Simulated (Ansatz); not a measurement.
# I on Be(0001): change of the work function, part 3 of 4

Aim: the work function of Be(0001) at several coverages of I (hcp site), and the dipole that each adsorbate carries.

Ansatz 0.2.0; plane-wave DFT, PBE, Ansatz PAW.

So far, work function, upper face (eV): step 2 (the clean slab) 5.30; step 3 (37 atoms, coverage 0.111 ML, cell 3x3) 4.31.

## (4) Adsorbate added, k-mesh 8×8×1, coverage 0.25 ML

System of this step: I/Be(0001). The cell holds 17 atoms: 16 Be and 1 I. Its edges and angles: a = 4.580 Å, b = 4.580 Å, c = 25.512 Å, α = 90.0°, β = 90.0°, γ = 60.0°. Vacuum lies along c.

Another coverage, to see how the dipoles act on each other as their distance changes.

Contents of input.yaml:

```yaml
crystal:
  lattice:
    - [4.58, 0.0, 0.0]
    - [2.29, 3.9663963494, 0.0]
    - [0.0, 0.0, 25.5119770977]
  atoms:
    - { symbol: Be, position: [0.3333333333, 0.3333333333, 0.3527754813] }
    - { symbol: Be, position: [0.0, 0.0, 0.4231038214] }
    - { symbol: Be, position: [0.3333333333, 0.3333333333, 0.493673835] }
    - { symbol: Be, position: [0.0, 0.0, 0.5655612216] }
    - { symbol: Be, position: [0.3333333333, 0.8333333333, 0.3527754813] }
    - { symbol: Be, position: [0.0, 0.5, 0.4231038214] }
    - { symbol: Be, position: [0.3333333333, 0.8333333333, 0.493673835] }
    - { symbol: Be, position: [0.0, 0.5, 0.5655612216] }
    - { symbol: Be, position: [0.8333333333, 0.3333333333, 0.3527754813] }
    - { symbol: Be, position: [0.5, 0.0, 0.4231038214] }
    - { symbol: Be, position: [0.8333333333, 0.3333333333, 0.493673835] }
    - { symbol: Be, position: [0.5, 0.0, 0.5655612216] }
    - { symbol: Be, position: [0.8333333333, 0.8333333333, 0.3527754813] }
    - { symbol: Be, position: [0.5, 0.5, 0.4231038214] }
    - { symbol: Be, position: [0.8333333333, 0.8333333333, 0.493673835] }
    - { symbol: Be, position: [0.5, 0.5, 0.5655612216] }
    - { symbol: I, position: [0.3333333333, 0.3333333333, 0.6472245187] }
kpoints:
  mp_grid: { grid: [8, 8, 1] }
hamiltonian:
  xc: pbe
scf:
  occupations: { method: fermi_dirac, width: 0.1 }
  convergence: { dr2_threshold: 1.0e-08 }
efield:
  axis: 3
  dipole_correction: true
  ramp_position: 0.97
  ramp_width: 0.06
relax:
  f_tol: 0.02
  max_steps: 60
  constraints: [{ sites: [0, 1, 4, 5, 8, 9, 12, 13] }]
output:
  bader: true
  dos: { projected: true, e_range: [-8, 4] }
  write_potential: true
  write_density: true
  volumetric_format: npy
  elf: true
```

On the command line:

```sh
$ ansatz run input.yaml --threads 4 --pin off --max-ram 6144MiB --backend cpu --events-out ev --progress --plain --runs-dir out
```

Numbers of over 12 decimals in the logs are rounded to 6 here.

The log of the run:

```text
[...]
Crystal: 17 atoms, lattice volume = 463.453 Å³
Basis set: ecut = 420 eV, 9139 PW (Γ), exchange–correlation on 64×64×360 points (8 copies of the dense FFT grid, shifted against one another)
Bands: 42, of which v1, the nominal top of the filled ones, is band 25 counted from 1 (24 counted from 0)
Symmetry: 6 space group operations
[...]
k-points: 10 of 64 (time reversal used)
[...]
SCF iter   1: F=—  HF=-8993.728317 eV  |F-HF|=—  |Δ(HF+E_count)|=         —  Δρ=2.83e-3  dr2=5.27e-1  ethr=1.77e-3  p=0.121 e·Å  D=4.71e-2 V/Å  ΔV_dip=-1.20 eV  dr2_dipole=1.96e-1  V_vac-E_F(+/−)=4.11/5.31 eV  ⟨swp⟩=12.8  Hψ=3499  notcnv=0  defer=37
[...]
SCF iter   8: F=-8993.697641 eV  HF=-8993.697641 eV  |F-HF|=2.23e-8  |Δ(HF+E_count)|=   1.60e-7  Δρ=7.20e-7  dr2=2.69e-9  ethr=2.04e-11  p=0.172 e·Å  D=6.73e-2 V/Å  ΔV_dip=-1.72 eV  dr2_dipole=1.57e-11  V_vac-E_F(+/−)=3.55/5.27 eV  ⟨swp⟩=18.9  Hψ=3432  notcnv=0
SCF 1 converged in 8 iterations: F = -8993.697641 eV  dr2 = 2.69e-9
[...]
relax step   1: F+E_penalty+E_count = -8993.69764080 eV  Δ(F+E_penalty+E_count) = +0.000e0 eV  max|allowed force component| = 9.924e-1 eV/Å  Δτ_max = 0.0000 Å  (8 SCF iters, accepted)
[...]
SCF iter   9: F=-8993.850024 eV  HF=-8993.850024 eV  |F-HF|=8.77e-9  |Δ(HF+E_count)|=   6.15e-8  Δρ=4.27e-7  dr2=1.12e-9  ethr=2.04e-11  p=0.114 e·Å  D=4.45e-2 V/Å  ΔV_dip=-1.14 eV  dr2_dipole=4.09e-11  V_vac-E_F(+/−)=4.10/5.24 eV  ⟨swp⟩=16.2  Hψ=2876  notcnv=0
SCF 2 converged in 9 iterations: F = -8993.850024 eV  dr2 = 1.12e-9
relax step   2: F+E_penalty+E_count = -8993.85002383 eV  Δ(F+E_penalty+E_count) = -1.524e-1 eV  max|allowed force component| = 3.029e-1 eV/Å  Δτ_max = 0.1541 Å  (9 SCF iters, accepted)
[...]
SCF iter   8: F=-8993.867420 eV  HF=-8993.867420 eV  |F-HF|=7.24e-9  |Δ(HF+E_count)|=   2.97e-8  Δρ=3.11e-7  dr2=5.35e-10  ethr=2.04e-11  p=0.131 e·Å  D=5.12e-2 V/Å  ΔV_dip=-1.31 eV  dr2_dipole=1.09e-15  V_vac-E_F(+/−)=3.94/5.24 eV  ⟨swp⟩=15.1  Hψ=2904  notcnv=0
SCF 3 converged in 8 iterations: F = -8993.867420 eV  dr2 = 5.35e-10
relax step   3: F+E_penalty+E_count = -8993.86742021 eV  Δ(F+E_penalty+E_count) = -1.740e-2 eV  max|allowed force component| = 6.001e-2 eV/Å  Δτ_max = 0.0744 Å  (8 SCF iters, accepted)
SCF iter   1: F=—  HF=-8993.868356 eV  |F-HF|=—  |Δ(HF+E_count)|=         —  Δρ=3.09e-4  dr2=1.37e-3  ethr=3.91e-5  p=0.131 e·Å  D=5.12e-2 V/Å  ΔV_dip=-1.31 eV  dr2_dipole=1.84e-4  V_vac-E_F(+/−)=3.94/5.25 eV  ⟨swp⟩=2.0  Hψ=876  notcnv=0  defer=44
[...]
SCF iter   6: F=-8993.868091 eV  HF=-8993.868091 eV  |F-HF|=2.65e-8  |Δ(HF+E_count)|=   1.65e-7  Δρ=7.63e-7  dr2=2.82e-9  ethr=2.04e-11  p=0.131 e·Å  D=5.10e-2 V/Å  ΔV_dip=-1.30 eV  dr2_dipole=1.81e-11  V_vac-E_F(+/−)=3.94/5.24 eV  ⟨swp⟩=13.3  Hψ=2839  notcnv=0
SCF 4 converged in 6 iterations: F = -8993.868091 eV  dr2 = 2.82e-9
relax step   4: F+E_penalty+E_count = -8993.86809100 eV  Δ(F+E_penalty+E_count) = -6.708e-4 eV  max|allowed force component| = 6.665e-3 eV/Å  Δτ_max = 0.0077 Å  (6 SCF iters, accepted)
[...]
WARN: The input density's exchange-correlation potential varies sharply where the density is thin. Do not read a vacuum level from v_tot or v_xc, or from such a field of the output density. On a cell that repeats whose density bears no net charge and no dipole along the vacuum's axis use v_es (v_loc + v_h of the components); under efield.dipole_correction with no amplitude use v_es + v_field, which holds any external [...]
SCF converged after 6 iterations
Free energy (F): -8993.868091 eV
[...]
Internal energy: -8993.743818 eV  (E = F + TS)
E sigma→0 (E₀):  -8993.805955 eV
Entropy (-TS):   -0.124273 eV (-7.310 meV/atom)
Fermi energy:    -0.184901 eV
Dipole field:    D = 0.050977 V/Å  (p = 0.130563 e·Å, saw-weighted, corrected)
Work function:   Φ+ = 3.9434 eV   Φ− = 5.2439 eV
[...]
--- Forces (eV/Å), atoms counted from 1 ---
  atom   1  Be     0.00000000     0.00000000    -0.00621349
  atom   2  Be     0.00000000    -0.00000000    -0.05993494
  atom   3  Be    -0.00000000     0.00000000    -0.00666467
  atom   4  Be    -0.00000000    -0.00000000    -0.00388291
  atom   5  Be     0.01948958    -0.01125232    -0.16024766
  atom   6  Be     0.10962755    -0.06329350     0.18076646
  atom   7  Be    -0.00213069     0.00123016     0.00064864
  atom   8  Be    -0.00066763     0.00038546     0.00454622
  atom   9  Be     0.00000000     0.02250463    -0.16024766
  atom  10  Be     0.00000000     0.12658699     0.18076646
  atom  11  Be    -0.00000000    -0.00246031     0.00064864
  atom  12  Be     0.00000000    -0.00077092     0.00454622
  atom  13  Be    -0.01948958    -0.01125232    -0.16024766
  atom  14  Be    -0.10962755    -0.06329350     0.18076646
  atom  15  Be     0.00213069     0.00123016     0.00064864
  atom  16  Be     0.00066763     0.00038546     0.00454622
  atom  17  I      0.00000000     0.00000000    -0.00041188
  max |Σ_I F_I| component: 3.31e-5 eV/Å
--- Band table (eV; the first three rows and the last of 10) ---
  k-point 0: bands = [... 21 lower, -2.4110, -2.0884, -2.0744, -2.0744, -0.1992, 2.2885, 2.3525, 2.3525, ... 13 higher]
  k-point 1: bands = [... 21 lower, -2.1130, -1.8769, -1.8750, -1.5591, -0.0488, 2.1698, 2.2548, 2.3367, ... 13 higher]
  k-point 2: bands = [... 21 lower, -1.7587, -1.2282, -1.1455, -0.7656, 0.2906, 2.1819, 2.4483, 2.4758, ... 13 higher]
  k-point 9: bands = [... 21 lower, -0.9022, -0.5043, -0.3370, -0.0725, 0.2306, 0.4974, 0.8943, 1.1356, ... 13 higher]
--- Relaxed structure (4 steps of the walk, 4 accepted, 0 SCFs on fresh bases) ---
  F+E_penalty+E_count = -8993.86809100 eV   max|allowed force component| = 6.665e-3 eV/Å
  atoms:
    - { symbol: Be, position: [0.333333, 0.333333, 0.352775] }
    - { symbol: Be, position: [1.632680918509386e-17, 1.632680918509386e-17, 0.423104] }
    - { symbol: Be, position: [0.333333, 0.333333, 0.495345] }
    - { symbol: Be, position: [1.632680918509386e-17, 1.6326809185093863e-17, 0.558966] }
    - { symbol: Be, position: [0.333333, 0.833333, 0.352775] }
    - { symbol: Be, position: [0.0, 0.5, 0.423104] }
    - { symbol: Be, position: [0.332110, 0.833945, 0.492882] }
    - { symbol: Be, position: [-0.012553, 0.506276, 0.565324] }
    - { symbol: Be, position: [0.833333, 0.333333, 0.352775] }
    - { symbol: Be, position: [0.5, 1.632680918509386e-17, 0.423104] }
    - { symbol: Be, position: [0.833945, 0.332110, 0.492882] }
    - { symbol: Be, position: [0.506276, -0.012553, 0.565324] }
    - { symbol: Be, position: [0.833333, 0.833333, 0.352775] }
    - { symbol: Be, position: [0.5, 0.5, 0.423104] }
    - { symbol: Be, position: [0.833945, 0.833945, 0.492882] }
    - { symbol: Be, position: [0.506276, 0.506276, 0.565324] }
    - { symbol: I, position: [0.333333, 0.333333, 0.650471] }
--- Bader charges: 17 sites ---
  site symbol  charge [e]  shift [e] shared [e]
     0     Be      0.2926     0.0002     0.2832
     1     Be      0.7842     0.0000     0.1958
     2     Be      0.1250     0.0002     0.0998
     3     Be      0.7080     0.0003     0.4759
     4     Be      0.0249     0.0001     0.0065
     5     Be      0.5251     0.0000     0.1175
     6     Be      0.2478     0.0000    -0.2840
     7     Be      0.0721     0.0002     0.0721
     8     Be      0.0249     0.0001     0.0065
     9     Be      0.5251     0.0000     0.1175
    10     Be      0.3048     0.0000    -0.2270
    11     Be      0.1144     0.0002     0.1144
    12     Be      0.0252     0.0001     0.0068
    13     Be      0.5250     0.0000     0.1175
    14     Be      0.1590     0.0000    -0.3728
    15     Be     -0.0441     0.0002    -0.0441
    16      I     -0.6855     0.0001    -0.6855
  maxima off the nuclei: 5, with 3.7285 electrons
[...]
charge, to which what the maxima have on the atom's side is counted
  estimated error of the sums over rays = 1.0e-3 e
```

It took 5.6 min on 4 threads of Arm Neoverse N1, shared host; peak memory 0.91 GiB.

Relaxation path:

```tsv
step	energy less that of the first step (eV)	largest force component (eV/Å)
1	0.0000	0.9924
2	-0.1524	0.3029
3	-0.1698	0.0600
4	-0.1704	0.0067
```

Forces are held to the 6 operations that the run works with; a distortion that breaks them can't arise in this run.

The atoms that moved most (Å):

```tsv
atom	dx	dy	dz	length
Be4	0.000	0.000	-0.168	0.168
I17	0.000	0.000	0.083	0.083
Be8	-0.043	0.025	-0.006	0.050
Be12	0.000	-0.050	-0.006	0.050
Be16	0.043	0.025	-0.006	0.050
Be3	0.000	0.000	0.043	0.043
Be15	0.004	0.002	-0.020	0.021
Be11	0.000	-0.005	-0.020	0.021
```

This step gave:

| Property | Result |
| --- | --- |
| energy at zero smearing | -8993.8060 eV |
| work function, upper face | 3.943 eV |
| work function, lower face | 5.244 eV |
| dipole along the normal | 0.1306 e·Å |
| step between the vacuum levels | -1.301 eV |

Running mean over 1.794 Å of the planar mean; the ramp of the sawtooth is left out. Electron's electrostatic potential energy less the Fermi level against z:

```tsv
z (Å)	electron's electrostatic potential energy less the Fermi level (eV)
3.0	5.24
3.5	5.24
4.0	5.24
4.5	5.24
5.0	5.24
5.5	5.24
6.0	5.21
6.5	5.12
7.0	4.75
7.5	3.52
8.0	-0.00435
8.5	-4.25
9.0	-5.98
9.5	-6.33
10.0	-6.45
10.5	-6.55
11.0	-6.62
11.5	-6.66
12.0	-6.70
12.5	-6.74
13.0	-6.78
13.5	-6.77
14.0	-6.78
14.5	-6.54
15.0	-5.04
15.5	-2.07
16.0	-0.496
16.5	-0.637
17.0	0.0282
17.5	1.24
18.0	2.53
18.5	3.55
19.0	3.86
19.5	3.92
20.0	3.94
20.5	3.94
21.0	3.94
21.5	3.94
22.0	3.94
22.5	3.94
```

The density of states has structure finer than the step of the table below, so its rows give means over 0.25 eV, whole bins alone (the curve runs from -8 to 1.98 eV). Peaks (eV: height): -4.180: 9.62, -3.730: 10.6, -3.340: 9.88, -2.350: 15.0, -2.200: 22.7, -1.920: 10.2, 0.660: 9.76.

The density of states by energy, zero at the Fermi level; means over each step:

```tsv
energy (eV)	density of states (states/eV a cell)
-7.75	0.837
-7.50	1.43
-7.25	2.59
-7.00	2.15
-6.75	4.14
-6.50	2.59
-6.25	2.71
-6.00	4.54
-5.75	3.71
-5.50	3.11
-5.25	4.18
-5.00	4.86
-4.75	4.66
-4.50	4.00
-4.25	6.70
-4.00	3.16
-3.75	6.94
-3.50	5.72
-3.25	5.81
-3.00	4.16
-2.75	3.69
-2.50	3.42
-2.25	7.15
-2.00	5.41
-1.75	4.89
-1.50	4.91
-1.25	5.18
-1.00	4.42
-0.75	5.24
-0.50	4.58
-0.25	4.46
0.00	4.09
0.25	2.70
0.50	3.71
0.75	3.58
1.00	0.838
1.25	1.38
1.50	2.25
1.75	2.90
```

Projected DOS per atom over height of the atomic layer and energy from the Fermi level. Layers: Be4 Be4 Be4 Be4 I from below.

Ten even steps from '0' (0.01 states/eV) to '9' (2.05 states/eV), each cell a mean:
```
00000
00000
00000
00001
00001
00001
00000
00001
00002
00002
00006
00007
00009
00009
00004
00114
00002
00101
00001
00000
00000
00000
```
Columns: height of the atomic layer (Å) from 9 to 16.6 (not evenly spaced); rows upwards: energy from the Fermi level (eV) from -7.96 to 1.95.

Electrostatic potential energy in the ca plane at fractional y = 0.332, with atoms of Be and I within 0.2 Å of it. With pseudopotentials it is smooth inside the atoms' cores, unlike the true potential.

Ten even steps from '0' (-34 eV) to '9' (4 eV), each cell a mean:
```
99841268888874137888889999999999999999999999
99710048888861005888999999999999999999999999
99730058888872016888899999999999999999999999
99875578777886568887789999999999999999999999
99988888756888888875678887789999999999999999
99987788766888778876688644458999999999999999
99842268888874226888887447636899999999999999
99710048888872004888886379945899999999999999
99720058888873005888886369845899999999999999
99875578877887557887787534447999999999999999
99988888756888888875678865679999999999999999
99987788766888778876689999999999999999999999
```
Columns run along c (16.0 Å, from fractional 0.29 to 0.92 of the cell; values clipped at the 3rd and 97th percentile), rows up along a (4.6 Å). Atoms in or near the plane, at fractional coordinates: Be at (0.35, 0.33), Be at (0.50, 0.33), Be at (0.35, 0.83), Be at (0.49, 0.83), I at (0.65, 0.33).

ELF in the ca plane at fractional y = 0.332, with atoms of Be and I within 0.2 Å of it. It is the smooth field of the valence electrons, not physical close to the nuclei.

Ten even steps from '0' (0.00) to '9' (0.85), each cell a mean:
```
34432246788763125789863122332100000000000000
23200026899851004799984100000000000000000000
23310036888851004799973101110000000000000000
35665556666665446777753346664210000000000000
46888766534567766654444678998631000000000000
46787666544666656764346777788742000000000000
45532247777763125776557654578752000000000000
34300037888861003787556533367752000000000000
34410037888762004786556643368852000000000000
46765456666665446775457766688752000000000000
46888766533567766654345788898641000000000000
46787666545666666665543468887420000000000000
```
Columns run along c (16.0 Å, from fractional 0.29 to 0.92 of the cell), rows up along a (4.6 Å). Atoms in or near the plane, at fractional coordinates: Be at (0.35, 0.33), Be at (0.50, 0.33), Be at (0.35, 0.83), Be at (0.49, 0.83), I at (0.65, 0.33).

Valence density in the ca plane at fractional y = 0.332, with atoms of Be and I within 0.2 Å of it. It is the smooth field of the valence electrons, not physical close to the nuclei.

Values in e/Å³, 7 rows by 16 columns, each cell a mean:
```
 0  0  0  0  0  0  0  0  0  0  0  0  0  0  0  0
 0  0  0  0  0  0  0  0  0  0  0  0  0  0  0  0
 0  0  0  0  0  0  0  0  0  0  0  0  0  0  0  0
 0  0  0  0  0  0  0  0  1  3  0  0  0  0  0  0
 0  0  0  0  0  0  0  0  2 12  1  0  0  0  0  0
 0  0  0  0  0  0  0  0  1  3  0  0  0  0  0  0
 0  0  0  0  0  0  0  0  0  0  0  0  0  0  0  0
```
Columns run along c (16.0 Å, from fractional 0.29 to 0.92 of the cell), rows up along a (4.6 Å). Atoms in or near the plane, at fractional coordinates: Be at (0.35, 0.33), Be at (0.50, 0.33), Be at (0.35, 0.83), Be at (0.49, 0.83), I at (0.65, 0.33).

The relaxation took 4 steps and lowered the energy by 0.17 eV; the largest force on the free atoms ends at 0.0067 eV/Å.

By hand: a sheet of dipoles makes a step −p/(ε₀A) in the electron's potential. With e/ε₀ = 180.95 V·Å, p = 0.1306 e·Å and A = 18.17 Å², that is −180.95 × (0.1306) / 18.17 = -1.301 eV, and the two vacuum levels of the run differ by -1.301 eV.

The covered face has 3.94 eV, -1.35 eV against the clean one; the bare back face has moved by -0.06 eV, a measure of how thin the slab is.

## (5) Work function against coverage

This step: plane-wave DFT, PBE, Ansatz PAW; work function against coverage (Ansatz 0.2.0).

The runs are now put side by side.

Numbers from this step:

| Item | Value |
| --- | --- |
| work function of the clean face | 5.298 eV |
| largest change of the work function | -1.354 eV |

The work function of the covered face by coverage:

```tsv
coverage (adsorbates/nm²)	work function of the covered face (eV)
0.00	5.30
2.45	4.31
5.50	3.94
```

The dipole per adsorbate comes from the change of the cell's dipole. Coverage, by row:

```tsv
coverage (1/nm²)	coverage (ML)	work function (eV)	change (eV)	dipole per adsorbate, positive end outwards (debye)	mean height of the added atoms over the highest substrate atom (Å)
2.446	0.1111	4.314	-0.9839	1.028	2.11
5.505	0.25	3.943	-1.354	0.622	2.172
```

## (6) The slab at 0.25 ML, atoms frozen

This step: plane-wave DFT, PBE, Ansatz PAW (Ansatz 0.2.0).

To see where the charge goes, the covered slab, the bare substrate and the adsorbate layer are each run at the same frozen positions and on the same grid.

Contents of input.yaml:

```yaml
crystal:
  lattice:
    - [4.58, 0.0, 0.0]
    - [2.29, 3.9663963494, 0.0]
    - [0.0, 0.0, 25.5119770977]
  atoms:
    - { symbol: Be, position: [0.3333333333, 0.3333333333, 0.3527754813] }
    - { symbol: Be, position: [0.0, 0.0, 0.4231038214] }
    - { symbol: Be, position: [0.3333333333, 0.3333333333, 0.495345462] }
    - { symbol: Be, position: [0.0, 0.0, 0.5589658446] }
    - { symbol: Be, position: [0.3333333333, 0.8333333333, 0.3527754813] }
    - { symbol: Be, position: [0.0, 0.5, 0.4231038214] }
    - { symbol: Be, position: [0.3321095617, 0.8339452192, 0.4928819708] }
    - { symbol: Be, position: [-0.0125528989, 0.5062764495, 0.5653244207] }
    - { symbol: Be, position: [0.8333333333, 0.3333333333, 0.3527754813] }
    - { symbol: Be, position: [0.5, 0.0, 0.4231038214] }
    - { symbol: Be, position: [0.8339452192, 0.3321095617, 0.4928819708] }
    - { symbol: Be, position: [0.5062764495, -0.0125528989, 0.5653244207] }
    - { symbol: Be, position: [0.8333333333, 0.8333333333, 0.3527754813] }
    - { symbol: Be, position: [0.5, 0.5, 0.4231038214] }
    - { symbol: Be, position: [0.8339452192, 0.8339452192, 0.4928819708] }
    - { symbol: Be, position: [0.5062764495, 0.5062764495, 0.5653244207] }
    - { symbol: I, position: [0.3333333333, 0.3333333333, 0.6504712265] }
kpoints:
  mp_grid: { grid: [8, 8, 1] }
hamiltonian:
  xc: pbe
scf:
  occupations: { method: fermi_dirac, width: 0.1 }
  convergence: { dr2_threshold: 1.0e-08 }
efield:
  axis: 3
  dipole_correction: true
  ramp_position: 0.97
  ramp_width: 0.06
output:
  write_potential: true
  write_density: true
  volumetric_format: npy
```

The log of the run:

```text
[...]
Crystal: 17 atoms, lattice volume = 463.453 Å³
Basis set: ecut = 420 eV, 9139 PW (Γ)
Bands: 42, of which v1, the nominal top of the filled ones, is band 25 counted from 1 (24 counted from 0)
Symmetry: 6 space group operations
[...]
k-points: 10 of 64 (time reversal used)
[...]
SCF iter   1: F=—  HF=-8993.895633 eV  |F-HF|=—  |Δ(HF+E_count)|=         —  Δρ=2.81e-3  dr2=5.01e-1  ethr=1.77e-3  p=0.095 e·Å  D=3.70e-2 V/Å  ΔV_dip=-0.94 eV  dr2_dipole=1.76e-1  V_vac-E_F(+/−)=4.34/5.28 eV  ⟨swp⟩=12.7  Hψ=3490  notcnv=0  defer=44
[...]
SCF iter   8: F=-8993.868481 eV  HF=-8993.868481 eV  |F-HF|=6.78e-10  |Δ(HF+E_count)|=   2.83e-8  Δρ=7.78e-7  dr2=3.82e-9  ethr=2.04e-11  p=0.131 e·Å  D=5.10e-2 V/Å  ΔV_dip=-1.30 eV  dr2_dipole=1.71e-10  V_vac-E_F(+/−)=3.94/5.24 eV  ⟨swp⟩=17.1  Hψ=2208  notcnv=0
SCF 1 converged in 8 iterations: F = -8993.868481 eV  dr2 = 3.82e-9
[...]
SCF converged after 8 iterations
Free energy (F): -8993.868481 eV
[...]
Internal energy: -8993.744210 eV  (E = F + TS)
E sigma→0 (E₀):  -8993.806346 eV
Entropy (-TS):   -0.124271 eV (-7.310 meV/atom)
Fermi energy:    -0.184771 eV
Dipole field:    D = 0.050967 V/Å  (p = 0.130536 e·Å, saw-weighted, corrected)
Work function:   Φ+ = 3.9434 eV   Φ− = 5.2437 eV
[...]
--- Band table (eV; the first three rows and the last of 10) ---
  k-point 0: bands = [... 21 lower, -2.4108, -2.0882, -2.0742, -2.0742, -0.1990, 2.2887, 2.3526, 2.3526, ... 13 higher]
  k-point 1: bands = [... 21 lower, -2.1129, -1.8768, -1.8748, -1.5590, -0.0486, 2.1699, 2.2549, 2.3368, ... 13 higher]
  k-point 2: bands = [... 21 lower, -1.7586, -1.2280, -1.1454, -0.7655, 0.2907, 2.1820, 2.4484, 2.4759, ... 13 higher]
  k-point 9: bands = [... 21 lower, -0.9021, -0.5042, -0.3369, -0.0723, 0.2308, 0.4975, 0.8944, 1.1357, ... 13 higher]
```

The job ended after 13 s (4 threads; peak memory 0.89 GiB; 50 s of CPU time).

Reading the cycles: dr2 is the Hartree energy of the density residual (eV), the measure of convergence; HF is the Harris–Foulkes estimate of the energy, which meets the free energy F at convergence.

Numbers from this step:

```
energy at zero smearing        : -8993.8063 eV
dipole along the normal        : 0.1305 e·Å
step between the vacuum levels : -1.300 eV
```

The work function of the upper face is 3.94 eV.

(Part 3 of 4 ends here.)

[Logs are printed without paths, hosts, clocks, repeated set-up lines and the standing remarks that a program may print on its own settings, such as how far it seeks lower states.]

[Hosts, paths, dates, database ids (printed as entryN), source tags and the programs' standing remarks are cut or masked in the printed files.]

[Maps of the electrostatic potential energy from Ansatz leave out the sawtooth potential of an applied field or a dipole correction, so their vacuum need not be flat; planar profiles and work functions include it.]

[The density of states shown here was stored with 400 of the rows of the run's finer table, so its peaks can read low, often by over a quarter, or be missed, and its means over a window can be off by a tenth or more.]
